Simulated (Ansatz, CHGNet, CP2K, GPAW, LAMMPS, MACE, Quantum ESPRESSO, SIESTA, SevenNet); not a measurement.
**Mg36Fe35Al29 (at. %) at 1400 K with crystalline order left by the classical run (69 atoms) in other programs, against a plane-wave reference**

Aim: run Mg36Fe35Al29 (at. %) at 1400 K with crystalline order left by the classical run (69 atoms) in several programs and set results and cost side by side. A plane-wave run serves as the reference.

Calculated with Quantum ESPRESSO 7.5; Kohn-Sham DFT, PBE, SSSP efficiency 1.3.0 pseudopotentials, plane waves.

## Step 1: Starting point

The cell holds 69 atoms: 25 Mg, 24 Fe and 20 Al. Cell: a = 11.327 Å, b = 11.327 Å, c = 11.327 Å, α = 90.0°, β = 90.0°, γ = 90.0°. 69 atoms (25 Mg, 24 Fe, 20 Al) placed at random at 3.11 g/cm³, melted at 2000 K for 10 ps at fixed volume with the MEAM Al-Si-Mg-Cu-Fe potential (Jelinek et al., Phys. Rev. B 85, 245102 (2012)). Snapshot at the end of a hold of 10 ps at 1400 K and zero pressure.

## Step 2: The reference run

File pw.in:

```
&control
  calculation = 'scf'
  pseudo_dir = './pseudo'
  outdir = './tmp'
  disk_io = 'none'
  tprnfor = .true.
  tstress = .true.
/
&system
  ibrav = 0
  nat = 69
  ntyp = 3
  ecutwfc = 60
  ecutrho = 480
  nosym = .true.
  occupations = 'smearing'
  smearing = 'fd'
  degauss = 0.003675
  nspin = 2
  starting_magnetization(2) = 0.5
/
&electrons
  conv_thr = 3.5e-07
  electron_maxstep = 100
  mixing_beta = 0.2
  mixing_mode = 'local-TF'
  diagonalization = 'david'
/
ATOMIC_SPECIES
Mg 24.305 Mg.upf
Fe1 55.845 Fe.upf
Al 26.982 Al.upf
CELL_PARAMETERS angstrom
11.32714 0.00000 0.00000
0.00000 11.32714 0.00000
0.00000 0.00000 11.32714
ATOMIC_POSITIONS crystal
Mg 0.66602 0.52845 0.80361
Mg 0.04311 0.38722 0.02779
Mg 0.81255 0.88522 0.59084
Mg 0.68091 0.21719 0.33189
Mg 0.74362 0.44887 0.58010
Mg 0.92177 0.50524 0.35189
Mg 0.51250 0.27113 0.55333
Mg 0.03069 0.92507 0.03050
Mg 0.13844 0.16955 0.18520
Mg 0.57005 0.40380 0.11140
Mg 0.81031 0.79877 0.35245
Mg 0.82811 0.26409 0.04780
[... 53 atom lines left out ...]
Al 0.42798 0.47946 0.85315
Al 0.25364 0.78266 0.39222
Al 0.94592 0.26901 0.27583
Al 0.12455 0.13795 0.88402
K_POINTS gamma
```

The run is started by

```console
> OMP_NUM_THREADS=1 mpirun -np 4 pw.x -in pw.in > output.txt
```

What it wrote:

```text
Program PWSCF
     gamma-point specific algorithms are used
     one sub-group per band group will be used
     scalapack distributed-memory algorithm (size of sub-group:  2*  2 procs)
     Parallelization info
     sticks:   dense  smooth     PW     G-vecs:    dense   smooth      PW
     Min        4373    2183    545               435316   153854   19237
     Max        4376    2190    548               435318   153856   19244
     Sum       17497    8741   2185              1741269   615421   76957
     bravais-lattice index     =            0
     lattice parameter (alat)  =      21.4052  a.u.
     unit-cell volume          =    9807.4794 (a.u.)^3
     number of atoms/cell      =           69
     number of atomic types    =            3
     number of electrons       =       494.00
[... lines left out ...]
     scf convergence threshold =      3.5E-07
[... lines left out ...]
     number of k points=     1  Fermi-Dirac smearing, width (Ry)=  0.0037
[... lines left out ...]
     total energy              =   -9524.46983785 Ry
[... lines left out ...]
     total energy              =   -9527.92906592 Ry
[... lines left out ...]
     total energy              =   -9529.27673906 Ry
[... lines left out ...]
     total energy              =   -9530.63635538 Ry
[... lines left out ...]
     total energy              =   -9530.63640052 Ry
[... lines left out ...]
     7.1205   7.1422   7.2020   7.2193   7.2745   7.2942   7.3123   7.3468
     7.3830   7.4227   7.4887   7.5548   7.5886   7.6081   7.6172   7.7468
     the Fermi energy is     5.7658 ev
!    total energy              =   -9530.63648714 Ry
     total all-electron energy =    -80820.964189 Ry
     estimated scf accuracy    <       0.00000033 Ry
     smearing contrib. (-TS)   =      -0.03738464 Ry
     internal energy E=F+TS    =   -9530.59910250 Ry
     The total energy is F=E-TS. E is the sum of the following terms:
     one-electron contribution =   -7774.65806378 Ry
     hartree contribution      =    4014.36909989 Ry
     xc contribution           =    -924.79675644 Ry
     ewald contribution        =   -1541.96112437 Ry
     one-center paw contrib.   =   -3303.55225780 Ry
     total magnetization       =    57.62 Bohr mag/cell
     absolute magnetization    =    65.88 Bohr mag/cell
     convergence has been achieved in  26 iterations
     negative rho (up, down):  0.000E+00 5.568E-04
     Forces acting on atoms (cartesian axes, Ry/au):
     atom    1 type  1   force =    -0.00785601   -0.02306310    0.01142995
     atom    2 type  1   force =     0.02592429    0.02143442    0.00566686
     atom    3 type  1   force =     0.00072809    0.00744925    0.00195864
[...]
atom   68 type  3   force =    -0.01283230   -0.01721195    0.00217256
     atom   69 type  3   force =     0.03005109   -0.00567798    0.01791446
     Total force =     0.358765     Total SCF correction =     0.000821
     Computing stress (Cartesian axis) and pressure
     negative rho (up, down):  0.000E+00 5.568E-04
          total   stress  (Ry/bohr**3)                   (kbar)     P=      -38.37
  -0.00022362   0.00003403   0.00004292          -32.90        5.01        6.31
   0.00003403  -0.00029314   0.00001685            5.01      -43.12        2.48
   0.00004292   0.00001685  -0.00026565            6.31        2.48      -39.08
     Message from routine punch:
     Nothing written, as per user request (disk_io='none')
```

Run time: 16 min. Hardware: 4 MPI ranks of Arm Neoverse V1, shared host; peak memory 5.2 GiB; 64 min of CPU time.

Banners, paths, timers and routine set-up lines are dropped from the logs unmarked, and long logs keep their key lines alone; longer cuts are marked.

Numbers from this run:

```
r.m.s. force component : 0.6411 eV/Å
longest force          : 3.845 eV/Å
pressure               : -3.837 GPa
```

## Step 3: What was run beside it

The programs:
- CHGNet: machine-learned potential, published weights.
- MACE: machine-learned potential, published weights.
- SIESTA 5.4.2: numerical atomic orbitals, whose automatically made sets are far from complete, with PseudoDojo norm-conserving potentials that we converted to its format (checked against plane waves on the same files for H, C, O, Si, Ge and Ca alone); labels give functional, basis size, energy shift and mesh cutoff.
- SevenNet: machine-learned potential, published weights.

All use the same cell and atoms; the electronic-structure runs use the same k-mesh, and an electronic temperature of 580 K (0.05 eV) where levels are smeared.

Differences are against the plane-wave reference, forces as r.m.s. over components; share is that over the reference's r.m.s. force, slope the least-squares factor from reference forces to these. Total energies of different programs have different zeros and aren't compared.

```tsv
run	Δ force, r.m.s. (meV/Å)	share (%)	slope	Δ pressure (GPa)	cores	CPU time	memory (GiB)
reference	-	-	-	-	4	64 min	5.2
CHGNet 0.3.0 potential	207	32.3	1.024	-0.139	1	4.6 s	0.81
MACE MPA-0 medium potential	114	17.9	0.977	-0.402	1	8.8 s	0.87
SIESTA PBE, DZP, shift 0.01 Ry, mesh 500 Ry	147	22.9	1.106	0.697	4	50 min	3.4
SevenNet l3i5 potential	240	37.4	0.930	-1.81	1	11 s	1.0
```

Times of the machine-learned potentials are mostly Python's start and the loading of weights.

CPU time is summed over cores on a shared host, where runs went side by side, so it is rough. Symmetry, cutoffs, thresholds, outputs and thread counts weren't matched or tuned between programs; memory under MPI is the largest rank's times the ranks.

Runs without a result: CP2K GFN1-xTB, diagonalisation (not converged, the SCF not settling); GPAW PBE, LCAO dzp, h 0.2 Å (cut off at its time limit of 19 min); GPAW revPBE, LCAO dzp, h 0.2 Å (cut off at its time limit of 19 min); CP2K PBE, DZVP-MOLOPT-SR, 600/60 Ry, diagonalisation (cut off at its time limit of 30 min, the SCF not settling); GPAW PBE, LCAO sz(dzp), h 0.2 Å (cut off at its time limit of 5.4 min); SIESTA PBE, DZ, shift 0.01 Ry, mesh 500 Ry (cut off at its time limit of 11 min, the SCF not settling); QE PBE, sssp-1.3.0-efficiency, 20/160 Ry (cut off at its time limit of 13 min, the SCF not settling).

## Step 4: Results

```
reference r.m.s. force component                       : 0.641 eV/Å
nearest in forces                                      : MACE MPA-0 medium potential, 18 %
farthest in forces                                     : SevenNet l3i5 potential, 37 %
cheapest electronic-structure run beside the reference : SIESTA PBE, DZP, shift 0.01 Ry, mesh 500 Ry, 50 min of CPU time
```

In words: The PBE run in local orbitals differs by 23 % (SIESTA PBE, DZP, shift 0.01 Ry, mesh 500 Ry); basis, grid and potentials can all enter. Machine-learned potentials differ by 18 % (MACE MPA-0 medium potential) to 37 % (SevenNet l3i5 potential); they were trained on other programs' data. SIESTA PBE, DZP, shift 0.01 Ry, mesh 500 Ry stiffens the forces by a factor of 1.11 while following their directions (correlation 0.984). In the reference: levels near the Fermi energy are neither full nor empty under the smearing, so no gap is quoted. The potentials hold different valence shells: 494 electrons in the reference, 694 in SIESTA; this bears on time and differences. The reference's pressure holds the uncorrected Pulay stress of its 60 Ry basis, so small pressure differences, and their order, may be the reference's own error. The frame stands for 1400 K, but pressures are static and levels are smeared at 580 K, under the temperature of the frame, which matters where levels are partly filled. Machine-learned potentials mimic data converged in k, so the reference's own k-point error enters their differences. The network of bonds at the start is that of the classical potential that made the cell, and needn't be the one that DFT or experiment would give. The electronic-structure runs sample only Γ, in a cell whose shortest periodic width is 11 Å, which is coarse for a cell with partly filled levels.

[Also dropped from logs without a mark: logging warnings of Python, and SIESTA's first energy breakdown and zero terms.]

[Logs are printed without paths, hosts, clocks, repeated set-up lines and the standing remarks that a program may print on its own settings, such as how far it seeks lower states.]

[Hosts, paths, dates, database ids (printed as entryN), source tags and the programs' standing remarks are cut or masked in the printed files.]
